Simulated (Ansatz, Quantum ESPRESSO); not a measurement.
## ScZn (Pm-3m): zone-centre phonons

Aim: the zone-centre modes of ScZn (Pm-3m).

Program: Quantum ESPRESSO 7.5. Level of theory: DFT LDA, scalar-relativistic, plane waves, PseudoDojo norm-conserving pseudopotentials. Results are calculated unless marked as measured.

## Step 1: The structure

The structure is cubic, space group Pm-3m (No. 221). Conventional cell: a = 3.350 Å, b = 3.350 Å, c = 3.350 Å, α = 90.00°, β = 90.00°, γ = 90.00°. Nearest to Sc lie 8 Zn at 2.90 Å. Nearest to Zn lie 8 Sc at 2.90 Å. Farther neighbours are not listed.

As a file:

```cif
data_structure
_symmetry_space_group_name_H-M 'Pm-3m'
_symmetry_Int_Tables_number 221
_cell_length_a 3.3500
_cell_length_b 3.3500
_cell_length_c 3.3500
_cell_angle_alpha 90.000
_cell_angle_beta 90.000
_cell_angle_gamma 90.000
_cell_volume 37.60
loop_
_atom_site_label
_atom_site_type_symbol
_atom_site_symmetry_multiplicity
_atom_site_Wyckoff_symbol
_atom_site_fract_x
_atom_site_fract_y
_atom_site_fract_z
_atom_site_occupancy
Sc1 Sc 1 a 0.00000 0.00000 0.00000 1
Zn1 Zn 1 b 0.50000 0.50000 0.50000 1
```

## Step 2: A first look

Before anything dear is run, a loose run with smearing shows whether this is a metal and how far the cell is from rest.

probe.in reads:

```
&control
   calculation = 'scf'
   prefix = 'x'
   outdir = './tmp'
   pseudo_dir = './pseudo'
   tprnfor = .true.
   tstress = .true.
   verbosity = 'high'
/
&system
   ibrav = 1
   celldm(1) = 6.33058252
   nat = 2
   ntyp = 2
   ecutwfc = 84.0
   occupations = 'smearing'
   smearing = 'gaussian'
   degauss = 0.01
/
&electrons
   conv_thr = 1.0d-07
   mixing_beta = 0.7
   electron_maxstep = 100
/
ATOMIC_SPECIES
 Sc     44.9559  Sc.upf
 Zn     65.3800  Zn.upf
ATOMIC_POSITIONS crystal
 Sc     0.000000000   0.000000000   0.000000000
 Zn     0.500000000   0.500000000   0.500000000
K_POINTS automatic
 6 6 6 0 0 0
```

Launch:

```console
OMP_NUM_THREADS=1 mpirun -n 4 pw.x -nk 4 -in probe.in > probe.out
```

What it wrote:

```text
[banners, grids, parts of the stress and lines that vanish by symmetry left out]
Program PWSCF v.7.5
     bravais-lattice index     =            1
     lattice parameter (alat)  =       6.3306  a.u.
[...]
kinetic-energy cutoff     =      84.0000  Ry
     charge density cutoff     =     336.0000  Ry
     scf convergence threshold =      1.0E-07
[...]
Exchange-correlation= SLA  PW   NOGX NOGC
                           (   1   4   0   0   0   0   0)
[...]
48 Sym. Ops., with inversion, found
[...]
(     0          1          0      )
                  (     0          0          1      )
[...]
(  0.0000000  1.0000000  0.0000000 )
                  (  0.0000000  0.0000000  1.0000000 )
[...]
(     0         -1          0      )
                  (     0          0          1      )
[...]
(  0.0000000 -1.0000000  0.0000000 )
[...]
(     0          0          1      )
                  (     1          0          0      )
[...]
( -1.0000000  0.0000000  0.0000000 )
                  (  0.0000000  1.0000000  0.0000000 )
[...]
number of k points=    20  Gaussian smearing, width (Ry)=  0.0100
[...]
End of self-consistent calculation
[...]
the Fermi energy is    11.7997 ev
!    total energy              =    -514.62503722 Ry
[...]
convergence has been achieved in   7 iterations
[...]
atom    1 type  1   force =     0.00000000    0.00000000    0.00000000
     atom    2 type  2   force =     0.00000000    0.00000000    0.00000000
[...]
Total force =     0.000000     Total SCF correction =     0.000000
[...]
total   stress  (Ry/bohr**3)                   (kbar)     P=      -65.64
[...]
XML data file, charge density, pseudopotentials, collected wavefunctions

   JOB DONE.
```

Run time: 5.5 s. Hardware: 4 MPI ranks of Intel Xeon Platinum 8375C at 2.90GHz (Ice Lake), shared host; 21 s of CPU time.

Numbers from this step:

```yaml
volume_per_atom: 18.80 Å³
pressure: -6.564 GPa
gap_on_the_k_mesh: 0 eV
```

No gap opens on this mesh, so smearing is kept; the start stands at -6.6 GPa.

## Step 3: Relaxation

The relaxation runs at a cutoff a fifth above that of the response, since stress converges more slowly with the basis than frequencies do. Forces and stress are brought to rest with tight thresholds.

relax.in reads:

```
&control
   calculation = 'vc-relax'
   prefix = 'x'
   outdir = './tmp'
   pseudo_dir = './pseudo'
   tprnfor = .true.
   tstress = .true.
   forc_conv_thr = 2.0d-05
   etot_conv_thr = 1.0d-07
   nstep = 40
/
&system
   ibrav = 1
   celldm(1) = 6.33058252
   nat = 2
   ntyp = 2
   ecutwfc = 101
   occupations = 'smearing'
   smearing = 'mv'
   degauss = 0.02
/
&electrons
   conv_thr = 1.0d-11
   mixing_beta = 0.7
   electron_maxstep = 100
/
&ions
/
&cell
   press_conv_thr = 0.2
/
ATOMIC_SPECIES
 Sc     44.9559  Sc.upf
 Zn     65.3800  Zn.upf
ATOMIC_POSITIONS crystal
 Sc     0.000000000   0.000000000   0.000000000
 Zn     0.500000000   0.500000000   0.500000000
K_POINTS automatic
 12 12 12 0 0 0
```

Launch:

```console
OMP_NUM_THREADS=1 mpirun -n 4 pw.x -nk 4 -in relax.in > relax.out
```

What it wrote:

```text
[banners, grids, parts of the stress and lines that vanish by symmetry left out]
[banner, memory and clock lines left out]
Program PWSCF v.7.5

[...]
kinetic-energy cutoff     =     101.0000  Ry
     charge density cutoff     =     404.0000  Ry
     scf convergence threshold =      1.0E-11
[...]
energy convergence thresh.=      1.0E-07
     force convergence thresh. =      2.0E-05
     press convergence thresh. =      2.0E-01
     Exchange-correlation= SLA  PW   NOGX NOGC
                           (   1   4   0   0   0   0   0)
[...]
48 Sym. Ops., with inversion, found
[...]
number of k points=    84  Marzari-Vanderbilt smearing, width (Ry)=  0.0200
[...]
End of self-consistent calculation
[...]
the Fermi energy is    11.7705 ev
!    total energy              =    -514.62365932 Ry
[...]
convergence has been achieved in   9 iterations
[...]
atom    1 type  1   force =     0.00000000    0.00000000    0.00000000
     atom    2 type  2   force =     0.00000000    0.00000000    0.00000000
     Total force =     0.000000     Total SCF correction =     0.000000
[...]
total   stress  (Ry/bohr**3)                   (kbar)     P=      -66.10
[...]
number of bfgs steps    =   0
[...]
CELL_PARAMETERS (alat=  6.33058252)
[...]
ATOMIC_POSITIONS (crystal)
Sc               0.0000000000        0.0000000000        0.0000000000
Zn               0.5000000000        0.5000000000        0.5000000000
[...]
New effective cutoffs (rho, wfc):  413.11  103.31
[...]
End of self-consistent calculation
[...]
the Fermi energy is    12.2661 ev
!    total energy              =    -514.62680094 Ry
[...]
convergence has been achieved in   7 iterations
[...]
atom    1 type  1   force =     0.00000000    0.00000000    0.00000000
     atom    2 type  2   force =     0.00000000    0.00000000    0.00000000
     Total force =     0.000000     Total SCF correction =     0.000000
[...]
total   stress  (Ry/bohr**3)                   (kbar)     P=      -42.46
[...]
number of bfgs steps    =   1
[...]
CELL_PARAMETERS (alat=  6.33058252)
[...]
ATOMIC_POSITIONS (crystal)
Sc               0.0000000000        0.0000000000        0.0000000000
Zn               0.5000000000        0.5000000000        0.5000000000
[...]
New effective cutoffs (rho, wfc):  427.56  106.92
[...]
End of self-consistent calculation
[...]
the Fermi energy is    13.0515 ev
!    total energy              =    -514.62861696 Ry
[...]
convergence has been achieved in  12 iterations
[...]
atom    1 type  1   force =     0.00000000    0.00000000    0.00000000
     atom    2 type  2   force =     0.00000000    0.00000000    0.00000000
     Total force =     0.000000     Total SCF correction =     0.000000
[...]
total   stress  (Ry/bohr**3)                   (kbar)     P=        1.13
[...]
number of bfgs steps    =   2
[...]
CELL_PARAMETERS (alat=  6.33058252)
[...]
ATOMIC_POSITIONS (crystal)
[...]
New effective cutoffs (rho, wfc):  427.19  106.83
[...]
End of self-consistent calculation
[...]
the Fermi energy is    13.0312 ev
!    total energy              =    -514.62861803 Ry
[...]
convergence has been achieved in   9 iterations
[...]
atom    1 type  1   force =     0.00000000    0.00000000    0.00000000
     atom    2 type  2   force =     0.00000000    0.00000000    0.00000000
     Total force =     0.000000     Total SCF correction =     0.000000
[...]
total   stress  (Ry/bohr**3)                   (kbar)     P=       -0.09
[...]
number of bfgs steps    =   3
[...]
small trust_radius: resetting bfgs history
[...]
CELL_PARAMETERS (alat=  6.33058252)
[...]
ATOMIC_POSITIONS (crystal)
[...]
New effective cutoffs (rho, wfc):  427.20  106.83
[...]
End of self-consistent calculation
[...]
the Fermi energy is    13.0320 ev
!    total energy              =    -514.62861803 Ry
[...]
convergence has been achieved in   4 iterations
[...]
atom    1 type  1   force =     0.00000000    0.00000000    0.00000000
     atom    2 type  2   force =     0.00000000    0.00000000    0.00000000
     Total force =     0.000000     Total SCF correction =     0.000000
[...]
total   stress  (Ry/bohr**3)                   (kbar)     P=       -0.05
[...]
bfgs converged in   5 scf cycles and   4 bfgs steps
[...]
End of BFGS Geometry Optimization
     Final enthalpy           =    -514.6286180311 Ry
     File ./tmp/x.bfgs deleted, as requested
[...]
CELL_PARAMETERS (alat=  6.33058252)
[...]
ATOMIC_POSITIONS (crystal)
Sc               0.0000000000        0.0000000000        0.0000000000
Zn               0.5000000000        0.5000000000        0.5000000000
[...]
Final scf calculation at the relaxed structure.
[...]
kinetic-energy cutoff     =     101.0000  Ry
     charge density cutoff     =     404.0000  Ry
     scf convergence threshold =      1.0E-13
[...]
press convergence thresh. =      2.0E-01
     Exchange-correlation= SLA  PW   NOGX NOGC
                           (   1   4   0   0   0   0   0)
[...]
48 Sym. Ops., with inversion, found
[...]
number of k points=    84  Marzari-Vanderbilt smearing, width (Ry)=  0.0200
[...]
c_bands:  1 eigenvalues not converged
[...]
End of self-consistent calculation
[...]
the Fermi energy is    13.0320 ev
!    total energy              =    -514.62861348 Ry
[...]
convergence has been achieved in  11 iterations
[...]
atom    1 type  1   force =     0.00000000    0.00000000    0.00000000
     atom    2 type  2   force =     0.00000000    0.00000000    0.00000000
     Total force =     0.000000     Total SCF correction =     0.000000
[...]
total   stress  (Ry/bohr**3)                   (kbar)     P=       -0.04
[...]
XML data file, charge density, pseudopotentials, collected wavefunctions
```

Wall time 2.1 min (4 MPI ranks).

The steps of the relaxation:

| step | energy less that of the first step (eV) | largest force (eV/Å) | pressure (GPa) | volume (Å³) |
| --- | --- | --- | --- | --- |
| 1 | 0.0000 | 0.0000 | -6.61 | 37.60 |
| 2 | -0.0427 | 0.0000 | -4.25 | 36.34 |
| 3 | -0.0675 | 0.0000 | 0.11 | 34.52 |
| 4 | -0.0675 | 0.0000 | -0.01 | 34.56 |
| 5 | -0.0675 | 0.0000 | -0.01 | 34.56 |
| 6 | -0.0674 | 0.0000 | 0.00 | 34.56 |

| conventional cell, symmetrised | before | after | change |
| --- | --- | --- | --- |
| a (Å) | 3.350 | 3.257 | -2.8 % |
| b (Å) | 3.350 | 3.257 | -2.8 % |
| c (Å) | 3.350 | 3.257 | -2.8 % |
| volume (Å³/atom) | 18.80 | 17.28 | -8.1 % |

Final coordinates:

```
Sc Zn
1.0
     3.25728    0.00000    0.00000
     0.00000    3.25728    0.00000
     0.00000    0.00000    3.25728
Sc Zn
1 1
Cartesian
  0.0000 0.0000 0.0000
  1.6286 1.6286 1.6286
```

The last row of the table of steps is pw.x's closing run on a basis chosen anew for the final cell, so its energy can jump.

This step gave:

- volume per atom: 17.28 Å³
- pressure: -0.004 GPa

The volume changes by -8.1 % from the cell with which this run began.

## Step 4: Ground state

The response is built on this ground state, so it is converged far tighter than an energy would need. Smearing stays on, as the first look found no gap above 0.3 eV.

scf.in reads:

```
&control
   calculation = 'scf'
   prefix = 'x'
   outdir = './tmp'
   pseudo_dir = './pseudo'
   tprnfor = .true.
   tstress = .true.
/
&system
   ibrav = 1
   celldm(1) = 6.15537015
   nat = 2
   ntyp = 2
   ecutwfc = 84.0
   occupations = 'smearing'
   smearing = 'mv'
   degauss = 0.02
/
&electrons
   conv_thr = 1.0d-12
   mixing_beta = 0.7
   electron_maxstep = 100
/
ATOMIC_SPECIES
 Sc     44.9559  Sc.upf
 Zn     65.3800  Zn.upf
ATOMIC_POSITIONS crystal
 Sc     0.000000000   0.000000000   0.000000000
 Zn     0.500000000   0.500000000   0.500000000
K_POINTS automatic
 12 12 12 0 0 0
```

Launch:

```console
OMP_NUM_THREADS=1 mpirun -n 4 pw.x -nk 4 -in scf.in > scf.out
```

What it wrote:

```text
[banners, grids, parts of the stress and lines that vanish by symmetry left out]
[banner, memory and clock lines left out]
Program PWSCF v.7.5

[...]
kinetic-energy cutoff     =      84.0000  Ry
     charge density cutoff     =     336.0000  Ry
     scf convergence threshold =      1.0E-12
[...]
Exchange-correlation= SLA  PW   NOGX NOGC
                           (   1   4   0   0   0   0   0)
[...]
48 Sym. Ops., with inversion, found
[...]
number of k points=    84  Marzari-Vanderbilt smearing, width (Ry)=  0.0200
[...]
End of self-consistent calculation
[...]
the Fermi energy is    13.0320 ev
!    total energy              =    -514.62858862 Ry
[...]
convergence has been achieved in  11 iterations
[...]
atom    1 type  1   force =     0.00000000    0.00000000    0.00000000
     atom    2 type  2   force =     0.00000000    0.00000000    0.00000000
     Total force =     0.000000     Total SCF correction =     0.000000
[...]
total   stress  (Ry/bohr**3)                   (kbar)     P=       -0.05
[...]
XML data file, charge density, pseudopotentials, collected wavefunctions
```

Run time: 19 s. Hardware: 4 MPI ranks; 75 s of CPU time.

Numbers from this step:

```yaml
pressure: -0.005 GPa
```

The cell stands at -0.005 GPa, close enough for phonons.

## Step 5: Linear response at Γ

At q = 0 one unit cell holds all displacements; symmetry groups them into irreducible representations that are solved one by one. With smeared occupations no response to a homogeneous field can be asked.

ph.in reads:

```
phonons
&inputph
   prefix = 'x'
   outdir = './tmp'
   fildyn = 'g.dyn'
   tr2_ph = 1.0d-18
   alpha_mix(1) = 0.4
   nmix_ph = 8
/
0.000000000000 0.000000000000 0.000000000000
```

Launch:

```console
OMP_NUM_THREADS=1 mpirun -n 4 ph.x -nk 4 -in ph.in > ph.out
```

What it wrote:

```text
[banners, grids, parts of the stress and lines that vanish by symmetry left out]
[banner, memory and clock lines left out]
Program PHONON v.7.5

     ./tmp/x.save/

     IMPORTANT: XC functional enforced from input :
     Exchange-correlation= PW
                           (   1   4   0   0   0   0   0)
     Any further DFT definition will be discarded
     Please, verify this is what you really want

     G-vector sticks info

     Reading collected, re-writing distributed wavefunctions in ./tmp/

     Number and degeneracy of irreps per q-point
       N         xq(1)         xq(2)         xq(3)   N irreps
       1   0.000000000   0.000000000   0.000000000       2
        3   3

     Calculation of q =    0.0000000   0.0000000   0.0000000

     phonons

     bravais-lattice index     =            1
     lattice parameter (alat)  =       6.1554  a.u.
     unit-cell volume          =     233.2182 (a.u.)^3
     number of atoms/cell      =            2
     number of atomic types    =            2
     kinetic-energy cut-off    =      84.0000  Ry
     charge density cut-off    =     336.0000  Ry
     convergence threshold     =      1.0E-18
     beta                      =       0.4000
     number of iterations used =            8
     Exchange-correlation= PW
                           (   1   4   0   0   0   0   0)

     celldm(1)=    6.15537  celldm(2)=    0.00000  celldm(3)=    0.00000
     celldm(4)=    0.00000  celldm(5)=    0.00000  celldm(6)=    0.00000

     crystal axes: (cart. coord. in units of alat)
               a(1) = (  1.0000  0.0000  0.0000 )
               a(2) = (  0.0000  1.0000  0.0000 )
               a(3) = (  0.0000  0.0000  1.0000 )

     reciprocal axes: (cart. coord. in units 2 pi/alat)
               b(1) = (  1.0000  0.0000  0.0000 )
               b(2) = (  0.0000  1.0000  0.0000 )
               b(3) = (  0.0000  0.0000  1.0000 )

     Atoms inside the unit cell:

     Cartesian axes

     site n.  atom      mass           positions (alat units)
        1  Sc     44.9559   tau(    1) = (    0.00000    0.00000    0.00000  )
        2  Zn     65.3800   tau(    2) = (    0.50000    0.50000    0.50000  )

     Computing dynamical matrix for
                    q = (   0.0000000   0.0000000   0.0000000 )

     49 Sym.Ops. (with q -> -q+G )

     G cutoff =  322.4689  (  24207 G-vectors)     FFT grid: ( 36, 36, 36)

     number of k points=    84  Marzari-Vanderbilt smearing, width (Ry)=  0.0200
                       cart. coord. in units 2pi/alat
        k(    1) = (   0.0000000   0.0000000   0.0000000), wk =   0.0011574
        k(    2) = (   0.0000000   0.0000000   0.0833333), wk =   0.0069444
        k(    3) = (   0.0000000   0.0000000   0.1666667), wk =   0.0069444
        [... further k-points left out ...]

     PseudoPot. # 1 for Sc read from file:
     ./pseudo/Sc.upf
     Pseudo is Norm-conserving + core correction, Zval = 11.0
     Using radial grid of 1622 points,  6 beta functions with:
                l(1) =   0
                l(2) =   0
                l(3) =   1
                l(4) =   1
                l(5) =   2
                l(6) =   2

     PseudoPot. # 2 for Zn read from file:
     ./pseudo/Zn.upf
     Pseudo is Norm-conserving + core correction, Zval = 20.0
     Using radial grid of 1296 points,  6 beta functions with:
                l(1) =   0
                l(2) =   0
                l(3) =   1
                l(4) =   1
                l(5) =   2
                l(6) =   2

     Mode symmetry, O_h (m-3m)  point group:

     Atomic displacements:
     There are    2 irreducible representations

     Representation     1      3 modes -  To be done

     Representation     2      3 modes -  To be done

     Alpha used in Ewald sum =   2.8000

     Representation #   1 modes #   1   2   3

     Self-consistent Calculation
      iter #   1   av.it.:  10.8
      thresh= 1.000E-02 alpha_mix =  0.400 |ddv_scf|^2 =  2.663E-05
      iter #   2   av.it.:  14.7
      thresh= 5.160E-04 alpha_mix =  0.400 |ddv_scf|^2 =  1.145E-06
      iter #   3   av.it.:  15.1
      thresh= 1.070E-04 alpha_mix =  0.400 |ddv_scf|^2 =  5.611E-08
      iter #   4   av.it.:  15.3
      thresh= 2.369E-05 alpha_mix =  0.400 |ddv_scf|^2 =  1.633E-09
      iter #   5   av.it.:  16.2
      thresh= 4.041E-06 alpha_mix =  0.400 |ddv_scf|^2 =  2.545E-11
      iter #   6   av.it.:  16.1
      thresh= 5.045E-07 alpha_mix =  0.400 |ddv_scf|^2 =  1.569E-12
      iter #   7   av.it.:  16.5
      thresh= 1.253E-07 alpha_mix =  0.400 |ddv_scf|^2 =  2.102E-14
      iter #   8   av.it.:  16.5
      thresh= 1.450E-08 alpha_mix =  0.400 |ddv_scf|^2 =  2.835E-16
      iter #   9   av.it.:  14.9
      thresh= 1.684E-09 alpha_mix =  0.400 |ddv_scf|^2 =  4.525E-17
      iter #  10   av.it.:  16.1
      thresh= 6.727E-10 alpha_mix =  0.400 |ddv_scf|^2 =  1.865E-19

     End of self-consistent calculation

     Convergence has been achieved

     Representation #   2 modes #   4   5   6

     Self-consistent Calculation
      iter #   1   av.it.:   8.3
      thresh= 1.000E-02 alpha_mix =  0.400 |ddv_scf|^2 =  3.151E-06
      iter #   2   av.it.:  14.1
      thresh= 1.775E-04 alpha_mix =  0.400 |ddv_scf|^2 =  1.058E-07
      iter #   3   av.it.:  14.0
      thresh= 3.253E-05 alpha_mix =  0.400 |ddv_scf|^2 =  4.463E-09
      iter #   4   av.it.:  15.3
      thresh= 6.681E-06 alpha_mix =  0.400 |ddv_scf|^2 =  1.793E-10
      iter #   5   av.it.:  15.3
      thresh= 1.339E-06 alpha_mix =  0.400 |ddv_scf|^2 =  4.531E-12
      iter #   6   av.it.:  15.4
      thresh= 2.129E-07 alpha_mix =  0.400 |ddv_scf|^2 =  2.358E-13
      iter #   7   av.it.:  15.9
      thresh= 4.855E-08 alpha_mix =  0.400 |ddv_scf|^2 =  9.350E-15
      iter #   8   av.it.:  15.9
      thresh= 9.670E-09 alpha_mix =  0.400 |ddv_scf|^2 =  4.402E-17
      iter #   9   av.it.:  16.1
      thresh= 6.634E-10 alpha_mix =  0.400 |ddv_scf|^2 =  4.656E-18
      iter #  10   av.it.:  16.5
      thresh= 2.158E-10 alpha_mix =  0.400 |ddv_scf|^2 =  3.064E-20

     End of self-consistent calculation

     Convergence has been achieved

     Number of q in the star =    1
     List of q in the star:
          1   0.000000000   0.000000000   0.000000000

     Diagonalizing the dynamical matrix

     q = (    0.000000000   0.000000000   0.000000000 )

 **************************************************************************
     freq (    1) =       0.147065 [THz] =       4.905568 [cm-1]
     freq (    2) =       0.147065 [THz] =       4.905568 [cm-1]
     freq (    3) =       0.147065 [THz] =       4.905568 [cm-1]
     freq (    4) =       6.181801 [THz] =     206.202696 [cm-1]
     freq (    5) =       6.181801 [THz] =     206.202696 [cm-1]
     freq (    6) =       6.181801 [THz] =     206.202696 [cm-1]
 **************************************************************************

     Mode symmetry, O_h (m-3m)  point group:

     freq (   1-   3) =          4.9  [cm-1]   --> T_1u G_15  G_4- I
     freq (   4-   6) =        206.2  [cm-1]   --> T_1u G_15  G_4- I
```

Wall time 4.5 min (4 MPI ranks).

Numbers from this step:

```
largest acoustic frequency at the zone centre before the sum rule : 4.91 cm⁻¹
highest optical zone-centre mode (no LO-TO term)                  : 206.2 cm⁻¹
lowest optical zone-centre mode                                   : 206.2 cm⁻¹
```

The acoustic modes at Γ come out as far as 4.9 cm⁻¹ from zero, where they should vanish, a small numerical error.

[end of part 1 of 2]

[Host names and launcher messages were left out of these logs when they were recorded.]

[Logs are printed without paths, hosts, clocks, repeated set-up lines and the standing remarks that a program may print on its own settings, such as how far it seeks lower states.]

[Hosts, paths, dates, database ids (printed as entryN), source tags and the programs' standing remarks are cut or masked in the printed files.]
